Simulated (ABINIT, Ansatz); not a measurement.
# A GW chain in ABINIT: CaSnF4 (P4/mmm), part 2 of 3

Aim: the G0W0 gap of CaSnF4 (P4/mmm) on LDA, step by step.

ABINIT 10.8.3; LDA and many-body steps on it, plane waves. Known limits of the many-body steps: short of the basis limit; no spin-orbit coupling; coarse k mesh.

So far. Step 2 (Ground state): The gap is indirect, with the least direct gap 0.46 eV higher.

## Step 3: Bands along the symmetry lines

Level of this step: DFT, LDA, plane waves, norm-conserving pseudopotentials (ABINIT).

The cheap functional maps the bands first; the places of the edges decide which points the dearer methods must see.

run.abi reads:

```
acell 3*1.0 Angstrom
rprim 
  4.004548000000 0.000000000000 0.000000000000
  0.000000000000 4.004548000000 0.000000000000
  0.000000000000 0.000000000000 5.780467000000
ntypat 3
znucl 20 50 9
natom 6
typat 1 2 3 3 3 3
xred 
  0.000000000000 0.000000000000 0.500000000000
  0.500000000000 0.500000000000 0.000000000000
  0.500000000000 0.000000000000 0.265738000000
  0.500000000000 0.000000000000 0.734262000000
  0.000000000000 0.500000000000 0.734262000000
  0.000000000000 0.500000000000 0.265738000000
pp_dirpath "pseudos"
pseudos "Ca.upf, Sn.upf, F.upf"
ecut 38
iscf -2
irdden 1
kptopt 0
nkpt 75
kpt 
  0.00000000 0.00000000 0.00000000
  0.00000000 0.06250000 0.00000000
  0.00000000 0.12500000 0.00000000
  0.00000000 0.18750000 0.00000000
  0.00000000 0.25000000 0.00000000
  0.00000000 0.31250000 0.00000000
  0.00000000 0.37500000 0.00000000
  0.00000000 0.43750000 0.00000000
  0.00000000 0.50000000 0.00000000
  0.06250000 0.50000000 0.00000000
  0.12500000 0.50000000 0.00000000
  0.18750000 0.50000000 0.00000000
  0.25000000 0.50000000 0.00000000
  0.31250000 0.50000000 0.00000000
  0.37500000 0.50000000 0.00000000
  0.43750000 0.50000000 0.00000000
  0.50000000 0.50000000 0.00000000
  0.43750000 0.43750000 0.00000000
  0.37500000 0.37500000 0.00000000
  0.31250000 0.31250000 0.00000000
  0.25000000 0.25000000 0.00000000
  0.18750000 0.18750000 0.00000000
  0.12500000 0.12500000 0.00000000
  0.06250000 0.06250000 0.00000000
  0.00000000 0.00000000 0.00000000
  0.00000000 0.00000000 0.06250000
  0.00000000 0.00000000 0.12500000
  0.00000000 0.00000000 0.18750000
  0.00000000 0.00000000 0.25000000
  0.00000000 0.00000000 0.31250000
  0.00000000 0.00000000 0.37500000
  0.00000000 0.00000000 0.43750000
  0.00000000 0.00000000 0.50000000
  0.00000000 0.06250000 0.50000000
  0.00000000 0.12500000 0.50000000
  0.00000000 0.18750000 0.50000000
  0.00000000 0.25000000 0.50000000
  0.00000000 0.31250000 0.50000000
  0.00000000 0.37500000 0.50000000
  0.00000000 0.43750000 0.50000000
  0.00000000 0.50000000 0.50000000
  0.06250000 0.50000000 0.50000000
  0.12500000 0.50000000 0.50000000
  0.18750000 0.50000000 0.50000000
  0.25000000 0.50000000 0.50000000
  0.31250000 0.50000000 0.50000000
  0.37500000 0.50000000 0.50000000
  0.43750000 0.50000000 0.50000000
  0.50000000 0.50000000 0.50000000
  0.43750000 0.43750000 0.50000000
  0.37500000 0.37500000 0.50000000
  0.31250000 0.31250000 0.50000000
  0.25000000 0.25000000 0.50000000
  0.18750000 0.18750000 0.50000000
  0.12500000 0.12500000 0.50000000
  0.06250000 0.06250000 0.50000000
  0.00000000 0.00000000 0.50000000
  0.00000000 0.50000000 0.00000000
  0.00000000 0.50000000 0.06250000
  0.00000000 0.50000000 0.12500000
  0.00000000 0.50000000 0.18750000
  0.00000000 0.50000000 0.25000000
  0.00000000 0.50000000 0.31250000
  0.00000000 0.50000000 0.37500000
  0.00000000 0.50000000 0.43750000
  0.00000000 0.50000000 0.50000000
  0.50000000 0.50000000 0.00000000
  0.50000000 0.50000000 0.06250000
  0.50000000 0.50000000 0.12500000
  0.50000000 0.50000000 0.18750000
  0.50000000 0.50000000 0.25000000
  0.50000000 0.50000000 0.31250000
  0.50000000 0.50000000 0.37500000
  0.50000000 0.50000000 0.43750000
  0.50000000 0.50000000 0.50000000
istwfk *1
nband 37
nbdbuf 2
tolwfr 1e-08
nstep 40
prtwf 0
prtvol 0
indata_prefix "in"
outdata_prefix "out"
tmpdata_prefix "tmp"
```

Run with:

```console
OMP_NUM_THREADS=1 mpirun -n 4 abinit run.abi > log
```

The log of the run:

```text
.Version 10.8.3 of ABINIT. v10.8.2 released Aug 2026.

 Symmetries : space group P4/m m m (#123); Bravais tP (primitive tetrag.)
[... echo of the input left out ...]
== DATASET  1 ==================================================================
-   mpi_nproc: 4, omp_nthreads: 1 (-1 if OMP is not activated)

--- !DatasetInfo
iteration_state: {dtset: 1, }
dimensions: {natom: 6, nkpt: 75, mband: 37, nsppol: 1, nspinor: 1, nspden: 1, mpw: 7038, }
cutoff_energies: {ecut:  38.0, pawecutdg:  -1.0, }
electrons: {nelect:   6.00000000E+01, charge:   0.00000000E+00, occopt:   1.00000000E+00, tsmear:   1.00000000E-02, }

 Real(R)+Recip(G) space primitive vectors, cartesian coordinates (Bohr,Bohr^-1):
 R(1)=  7.5674990  0.0000000  0.0000000  G(1)=  0.1321441  0.0000000  0.0000000
 R(2)=  0.0000000  7.5674990  0.0000000  G(2)=  0.0000000  0.1321441  0.0000000
 R(3)=  0.0000000  0.0000000 10.9234995  G(3)=  0.0000000  0.0000000  0.0915458
 Unit cell volume ucvol=  6.2555649E+02 bohr^3
 Angles (23,13,12)=  9.00000000E+01  9.00000000E+01  9.00000000E+01 degrees

 getcut: wavevector=  0.0000  0.0000  0.0000  ngfft=  45  45  64
         ecut(hartree)=     38.000   => boxcut(ratio)=   2.09529

--- Pseudopotential description ------------------------------------------------
- Ca Generated using ONCVPSP code by D. R. Hamann
- 20.00000  10.00000  180309                  znucl, zion, pspdat
12 -1012 2 -1 1724                            pspcod,pspxc,lmax,lloc,mmax
     nproj     2     2     2
  pspatm : epsatm=   12.51424511
         --- l  ekb(1:nproj) -->
             0   10.026170    0.975458
             1    2.942990    0.445396
             2   -3.490458   -1.115963
 pspatm: atomic psp has been read  and splines computed

- Sn Generated using ONCVPSP code by D. R. Hamann
- 50.00000  22.00000  180309                  znucl, zion, pspdat
12 -1012 2 -1 1608                            pspcod,pspxc,lmax,lloc,mmax
     nproj     2     2     2
  pspatm : epsatm=   27.51067946
         --- l  ekb(1:nproj) -->
[...]
pspatm: atomic psp has been read  and splines computed

- F Generated using ONCVPSP code by D. R. Hamann
-  9.00000   7.00000  201202                  znucl, zion, pspdat
12 -1012 2 -1 824                             pspcod,pspxc,lmax,lloc,mmax
     nproj     2     2     1
  pspatm : epsatm=    4.94580260
         --- l  ekb(1:nproj) -->
[...]
2   -2.364936
 pspatm: atomic psp has been read  and splines computed

--------------------------------------------------------------------------------

================================================================================
 prteigrs : about to open file out_EIG
 Non-SCF case, kpt    1 (  0.00000  0.00000  0.00000), residuals and eigenvalues=
  8.94E-09  5.47E-09  7.37E-09  8.37E-09  8.27E-09  3.56E-09  5.91E-09  3.94E-09
[...]
3.9550E-01
 Non-SCF case, kpt   75 (  0.50000  0.50000  0.50000), residuals and eigenvalues=
[...]
-1.4521E-02  1.2966E-02  2.1085E-02  2.2283E-02  2.4949E-02  1.0750E-01
  2.7718E-01  2.7718E-01  3.3028E-01  3.6265E-01  3.6624E-01  3.8171E-01
  3.9638E-01

--- !ResultsGS
iteration_state: {dtset: 1, }
comment   : Summary of ground state results
lattice_vectors:
- [  7.5674990,   0.0000000,   0.0000000, ]
- [  0.0000000,   7.5674990,   0.0000000, ]
- [  0.0000000,   0.0000000,  10.9234995, ]
lattice_lengths: [   7.56750,    7.56750,   10.92350, ]
lattice_angles: [ 90.000,  90.000,  90.000, ] # degrees, (23, 13, 12)
lattice_volume:   6.2555649E+02
convergence: {deltae:  0.000E+00, res2:  0.000E+00, residm:  9.989E-09, diffor:  0.000E+00, }
etotal    :  -3.58799790E+02
entropy   :   0.00000000E+00
fermie    :   1.07503608E-01
cartesian_stress_tensor: null
pressure_GPa: null
xred      :
- [  0.0000E+00,   0.0000E+00,   5.0000E-01, Ca]
- [  5.0000E-01,   5.0000E-01,   0.0000E+00, Sn]
- [  5.0000E-01,   0.0000E+00,   2.6574E-01,  F]
- [  5.0000E-01,   0.0000E+00,   7.3426E-01,  F]
- [  0.0000E+00,   5.0000E-01,   7.3426E-01,  F]
- [  0.0000E+00,   5.0000E-01,   2.6574E-01,  F]
cartesian_forces: null
force_length_stats: {min: null, max: null, mean: null, }

 Integrated electronic density in atomic spheres:
 ------------------------------------------------
 Atom  Sphere_radius  Integrated_density
[...]
================================================================================

 ----iterations are completed or convergence reached----

 Mean square residual over all n,k,spin=   58.680E-10; max=  99.891E-10
 reduced coordinates (array xred) for    6 atoms
[...]
0.000000      0.500000      0.734262
       0.000000      0.500000      0.265738

 cartesian coordinates (angstrom) at end:
    1      0.000000     0.000000     2.890233
    2      2.002274     2.002274     0.000000
    3      2.002274     0.000000     1.536090
    4      2.002274     0.000000     4.244377
    5      0.000000     2.002274     4.244377
    6      0.000000     2.002274     1.536090
 length scales=  1.889726  1.889726  1.889726 bohr
              =  1.000000  1.000000  1.000000 angstroms
 prteigrs : about to open file out_EIG
 Eigenvalues (hartree) for nkpt=  75  k points:
 kpt#   1, nband= 37, wtk=  1.00000, kpt=  0.0000  0.0000  0.0000 (reduced coord)
[...]
kpt#   2, nband= 37, wtk=  1.00000, kpt=  0.0000  0.0625  0.0000 (reduced coord)
[...]
kpt#   3, nband= 37, wtk=  1.00000, kpt=  0.0000  0.1250  0.0000 (reduced coord)
[...]
kpt#  74, nband= 37, wtk=  1.00000, kpt=  0.5000  0.5000  0.4375 (reduced coord)
[...]
0.33032    0.36254    0.36278    0.38616    0.39550
 kpt#  75, nband= 37, wtk=  1.00000, kpt=  0.5000  0.5000  0.5000 (reduced coord)
[...]
-0.58118   -0.13142   -0.08035   -0.05187   -0.03850   -0.02631   -0.02631   -0.01452
  -0.01452    0.01297    0.02108    0.02228    0.02495    0.10750    0.27718    0.27718
   0.33028    0.36265    0.36624    0.38171    0.39638

== END DATASET(S) ==============================================================
================================================================================

 -outvars: echo values of variables after computation  --------
            nband          37
             nkpt          75
          spgroup         123
 [... the other variables as echoed above ...]

 Calculation completed.
```

The job ended after 2.5 min (4 MPI ranks of Intel Xeon Platinum 8488C (Sapphire Rapids), shared host; peak memory 0.63 GiB; 9.9 min of CPU time).

Read from the output:

```
gap                        : 3.394 eV
k of the valence top       : 0, 0.5, 0.5
k of the conduction bottom : 0, 0, 0.5
least direct gap           : 3.849 eV
```

The gap is 3.394 eV, as in the run before at this level.

Electronic bands along the path, in eV, zero at the top of the highest filled band:

```
    point  band 27  band 28  band 29  band 30  band 31  band 32  band 33  band 34
        Γ    -2.46    -2.46    -2.33    -1.77     4.50     5.89     6.06     6.06
  halfway    -2.67    -2.54    -2.38    -0.87     4.42     5.18     6.21     6.35
        X    -3.04    -2.62    -2.43    -0.26     3.59     5.90     6.37     6.66
  halfway    -2.57    -2.51    -2.47    -0.32     3.96     5.17     6.37     6.47
        M    -2.35    -2.28    -2.25    -0.36     4.47     4.47     6.09     6.19
  halfway    -2.54    -2.43    -2.35    -0.62     4.47     5.15     5.74     6.31
        Γ    -2.46    -2.46    -2.33    -1.77     4.50     5.89     6.06     6.06
  halfway    -2.53    -2.45    -2.45    -1.13     3.89     6.07     6.07     6.11
        Z    -2.63    -2.45    -2.45    -0.69     3.39     6.09     6.09     6.43
  halfway    -2.90    -2.76    -2.67    -0.32     4.35     4.83     6.29     6.61
        R    -3.16    -3.04    -3.01     0.00     4.16     5.46     6.52     6.77
  halfway    -2.68    -2.64    -2.61    -0.01     4.32     5.40     6.04     6.51
        A    -2.35    -2.32    -2.25     0.00     4.62     4.62     6.06     6.94
  halfway    -3.10    -2.44    -2.43    -0.18     4.73     5.11     5.48     6.66
        Z    -2.63    -2.45    -2.45    -0.69     3.39     6.09     6.09     6.43
jump to X    -3.04    -2.62    -2.43    -0.26     3.59     5.90     6.37     6.66
  halfway    -3.08    -2.85    -2.74    -0.12     3.86     5.65     6.44     6.73
        R    -3.16    -3.04    -3.01     0.00     4.16     5.46     6.52     6.77
jump to M    -2.35    -2.28    -2.25    -0.36     4.47     4.47     6.09     6.19
  halfway    -2.35    -2.30    -2.25    -0.18     4.55     4.55     6.08     6.46
        A    -2.35    -2.32    -2.25     0.00     4.62     4.62     6.06     6.94
```

## Step 4: Empty states on the mesh, 2×2×2 mesh, 81 bands

The sums over transitions need many empty states on a uniform mesh; this step solves for them.

run.abi reads:

```
acell 3*1.0 Angstrom
rprim 
  4.004548000000 0.000000000000 0.000000000000
  0.000000000000 4.004548000000 0.000000000000
  0.000000000000 0.000000000000 5.780467000000
ntypat 3
znucl 20 50 9
natom 6
typat 1 2 3 3 3 3
xred 
  0.000000000000 0.000000000000 0.500000000000
  0.500000000000 0.500000000000 0.000000000000
  0.500000000000 0.000000000000 0.265738000000
  0.500000000000 0.000000000000 0.734262000000
  0.000000000000 0.500000000000 0.734262000000
  0.000000000000 0.500000000000 0.265738000000
pp_dirpath "pseudos"
pseudos "Ca.upf, Sn.upf, F.upf"
ecut 38
ngkpt 2 2 2
nshiftk 1
shiftk 0 0 0
kptopt 1
chksymbreak 0
iscf -2
irdden 1
istwfk *1
nband 81
nbdbuf 6
tolwfr 1e-09
nstep 60
prtvol 0
indata_prefix "in"
outdata_prefix "out"
tmpdata_prefix "tmp"
```

The log of the run:

```text
.Version 10.8.3 of ABINIT. v10.8.2 released Aug 2026.

 Symmetries : space group P4/m m m (#123); Bravais tP (primitive tetrag.)
[... echo of the input left out ...]
== DATASET  1 ==================================================================
-   mpi_nproc: 4, omp_nthreads: 1 (-1 if OMP is not activated)

--- !DatasetInfo
iteration_state: {dtset: 1, }
dimensions: {natom: 6, nkpt: 6, mband: 81, nsppol: 1, nspinor: 1, nspden: 1, mpw: 7027, }
cutoff_energies: {ecut:  38.0, pawecutdg:  -1.0, }
electrons: {nelect:   6.00000000E+01, charge:   0.00000000E+00, occopt:   1.00000000E+00, tsmear:   1.00000000E-02, }

 Real(R)+Recip(G) space primitive vectors, cartesian coordinates (Bohr,Bohr^-1):
 R(1)=  7.5674990  0.0000000  0.0000000  G(1)=  0.1321441  0.0000000  0.0000000
 R(2)=  0.0000000  7.5674990  0.0000000  G(2)=  0.0000000  0.1321441  0.0000000
 R(3)=  0.0000000  0.0000000 10.9234995  G(3)=  0.0000000  0.0000000  0.0915458
 Unit cell volume ucvol=  6.2555649E+02 bohr^3
 Angles (23,13,12)=  9.00000000E+01  9.00000000E+01  9.00000000E+01 degrees

 getcut: wavevector=  0.0000  0.0000  0.0000  ngfft=  45  45  64
         ecut(hartree)=     38.000   => boxcut(ratio)=   2.09529

--- Pseudopotential description ------------------------------------------------
- Ca Generated using ONCVPSP code by D. R. Hamann
- 20.00000  10.00000  180309                  znucl, zion, pspdat
12 -1012 2 -1 1724                            pspcod,pspxc,lmax,lloc,mmax
     nproj     2     2     2
  pspatm : epsatm=   12.51424511
         --- l  ekb(1:nproj) -->
             0   10.026170    0.975458
             1    2.942990    0.445396
             2   -3.490458   -1.115963
 pspatm: atomic psp has been read  and splines computed

- Sn Generated using ONCVPSP code by D. R. Hamann
- 50.00000  22.00000  180309                  znucl, zion, pspdat
12 -1012 2 -1 1608                            pspcod,pspxc,lmax,lloc,mmax
     nproj     2     2     2
  pspatm : epsatm=   27.51067946
         --- l  ekb(1:nproj) -->
[...]
pspatm: atomic psp has been read  and splines computed

- F Generated using ONCVPSP code by D. R. Hamann
-  9.00000   7.00000  201202                  znucl, zion, pspdat
12 -1012 2 -1 824                             pspcod,pspxc,lmax,lloc,mmax
     nproj     2     2     1
  pspatm : epsatm=    4.94580260
         --- l  ekb(1:nproj) -->
[...]
2   -2.364936
 pspatm: atomic psp has been read  and splines computed

--------------------------------------------------------------------------------

================================================================================
 prteigrs : about to open file out_EIG
 Non-SCF case, kpt    1 (  0.00000  0.00000  0.00000), residuals and eigenvalues=
  3.75E-10  3.66E-10  9.39E-10  6.54E-10  6.01E-10  3.37E-10  7.14E-10  4.89E-10
  6.92E-10  4.60E-10  6.37E-10  3.45E-10  6.42E-10  7.80E-10  6.78E-10  9.59E-10
  2.01E-10  6.02E-10  1.80E-10  9.12E-10  2.53E-10  9.52E-10  1.19E-10  9.78E-10
[...]
4.97E-07
 -4.5793E+00 -2.9588E+00 -2.9588E+00 -2.9584E+00 -1.2870E+00 -6.8662E-01
 -6.8566E-01 -6.7173E-01 -6.5831E-01 -6.1854E-01 -6.1839E-01 -6.1826E-01
 -6.1826E-01 -6.1354E-01 -5.9741E-01 -5.9741E-01 -5.8418E-01 -1.2433E-01
[...]
1.1006E+00  1.1088E+00  1.1744E+00  1.1897E+00  1.1897E+00  1.2438E+00
  1.2822E+00  1.3233E+00  1.3297E+00  1.3435E+00  1.3435E+00  1.3499E+00
[...]
prteigrs : prtvol=0 or 1, do not print more k-points.

--- !ResultsGS
iteration_state: {dtset: 1, }
comment   : Summary of ground state results
lattice_vectors:
- [  7.5674990,   0.0000000,   0.0000000, ]
- [  0.0000000,   7.5674990,   0.0000000, ]
- [  0.0000000,   0.0000000,  10.9234995, ]
lattice_lengths: [   7.56750,    7.56750,   10.92350, ]
lattice_angles: [ 90.000,  90.000,  90.000, ] # degrees, (23, 13, 12)
lattice_volume:   6.2555649E+02
convergence: {deltae:  0.000E+00, res2:  0.000E+00, residm:  9.920E-10, diffor:  0.000E+00, }
etotal    :  -3.58799790E+02
entropy   :   0.00000000E+00
fermie    :   1.07503608E-01
cartesian_stress_tensor: null
pressure_GPa: null
xred      :
- [  0.0000E+00,   0.0000E+00,   5.0000E-01, Ca]
- [  5.0000E-01,   5.0000E-01,   0.0000E+00, Sn]
- [  5.0000E-01,   0.0000E+00,   2.6574E-01,  F]
- [  5.0000E-01,   0.0000E+00,   7.3426E-01,  F]
- [  0.0000E+00,   5.0000E-01,   7.3426E-01,  F]
- [  0.0000E+00,   5.0000E-01,   2.6574E-01,  F]
cartesian_forces: null
force_length_stats: {min: null, max: null, mean: null, }

 Integrated electronic density in atomic spheres:
 ------------------------------------------------
 Atom  Sphere_radius  Integrated_density
[...]
================================================================================

 ----iterations are completed or convergence reached----

 Mean square residual over all n,k,spin=   45.802E-11; max=  99.198E-11
 reduced coordinates (array xred) for    6 atoms
[...]
0.000000      0.500000      0.734262
       0.000000      0.500000      0.265738

 cartesian coordinates (angstrom) at end:
    1      0.000000     0.000000     2.890233
    2      2.002274     2.002274     0.000000
    3      2.002274     0.000000     1.536090
    4      2.002274     0.000000     4.244377
    5      0.000000     2.002274     4.244377
    6      0.000000     2.002274     1.536090
 length scales=  1.889726  1.889726  1.889726 bohr
              =  1.000000  1.000000  1.000000 angstroms
 prteigrs : about to open file out_EIG
 Eigenvalues (hartree) for nkpt=   6  k points:
 kpt#   1, nband= 81, wtk=  0.12500, kpt=  0.0000  0.0000  0.0000 (reduced coord)
[...]
1.07609    1.09802    1.10058    1.10875    1.17443    1.18970    1.18970    1.24379
   1.28217    1.32329    1.32974    1.34346    1.34346    1.34986    1.36902    1.37691
   1.37691
 prteigrs : prtvol=0 or 1, do not print more k-points.

== END DATASET(S) ==============================================================
================================================================================

 -outvars: echo values of variables after computation  --------
            nband          81
             nkpt           6
          spgroup         123
 [... the other variables as echoed above ...]

 Calculation completed.
```

It took 34 s on 4 MPI ranks; peak memory 0.38 GiB; 2.3 min of CPU time.

Numbers from this step:

```yaml
gap: 3.394 eV
k_of_the_valence_top: 0.5, 0, 0.5
k_of_the_conduction_bottom: 0, 0, 0.5
least_direct_gap: 3.849 eV
k_points_computed: 6
lowest_point_of_the_top_converged_band_above_the_valence_top: 31.74 eV
```

On this mesh the gap is 3.394 eV.

[end of part 2 of 3]

[Long decimals in the printed logs are rounded to 6 places.]

[Logs are printed without paths, hosts, clocks, repeated set-up lines and the standing remarks that a program may print on its own settings, such as how far it seeks lower states.]

[Paths, hosts, dates, memory and timing lines, banners, echoed tables and standing remarks are left out of the program output; an Ansatz launch command may be rebuilt from the run's recorded settings. Measured values are a selection of at most five: reports struck by readers or far from the other reports are left out. None is set beside runs whose start may be inverted or whose files or cutoffs have a known fault.]

[Runs of the session that timed out or met a known fault of the program may be left out.]

[Hosts, paths, dates, database ids (printed as entryN), source tags and the programs' standing remarks are cut or masked in the printed files.]

[G0W0 gaps are taken among the corrected bands and points alone; a level outside them can change the order at an edge.]

[Where Ansatz stands beside ABINIT at settings called matched, ABINIT's density can come from a denser mesh and the files from another edition; pairs whose starting gaps differed by over 0.03 eV were left out, so agreement reads better than it is.]
